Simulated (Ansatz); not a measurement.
# Binding curve of graphene, 3 layers (486 atoms)

The cell holds 486 atoms: 486 C. Its edges and angles: a = 22.140 Å, b = 22.140 Å, c = 18.820 Å, α = 90.0°, β = 90.0°, γ = 120.0°. It derives from C (graphene). The starting structure: 3 layers of graphene (a = 2.46 Å), 9 x 9 cells, every second layer slid by 0.333 of a1 + 2 a2; facing planes 3.52, 3.3 Å apart; 12 Å of vacuum. Regions: layer 1, 162 atoms (162 C); layer 2, 162 atoms (162 C); layer 3, 162 atoms (162 C). Vacuum lies along c.

Calculated with Ansatz 0.2.0: Kohn-Sham DFT, revPBE+D3(BJ), PAW (set soft_2), plane waves; cutoff 420 eV, k-mesh 3×3×1, gaussian smearing of 0.025 eV. The upper part is moved rigidly along the normal by z from its relaxed place. Energies are the whole cell less its two frozen parts, over the face of 424.5 Å².

| shift z (Å) | interaction energy (meV/Å²) |
| --- | --- |
| -0.3 | -20.24 |
| +0.0 | -29.85 |
| +0.3 | -27.78 |
| +0.8 | ? |
| +1.6 | -10.41 |
| +3.0 | -3.999 |

Task: Fit the universal binding curve to the rows given and interpolate to the withheld row.

Worked fit:

The universal binding curve is E(z) = −D (1 + z/l) exp(−z/l), whose curvature at z = 0 is D/l². The depth is D = 29.85 meV/Å². The three points about zero give the curvature [E(+0.3) + E(−0.3) − 2E(0)] / 0.3² = 129.7 meV/Å⁴, so l = √(D / curvature) = 0.480 Å. At z = 0.8 Å, z/l = 1.668.

Prediction at +0.8: -15.03 meV/Å². The run gave -19.70 meV/Å², so the fit is high by 4.7 meV/Å² (24 % of the value).

At the last row, z = 3 Å, the curve gives -0.417 against -4.00 meV/Å² computed: the computed tail is longer than the exponential, as the curve was made for metallic and covalent adhesion, while a dispersion term decays as a power of the distance. Among the rows given, the largest miss of the fit is at +1.6, by 5.8 meV/Å² (22 % of the range of the table).

Limits: The parts are rigid, and they also feel their periodic images through the vacuum.

[Hosts, paths, dates, database ids (printed as entryN), source tags and the programs' standing remarks are cut or masked in the printed files.]
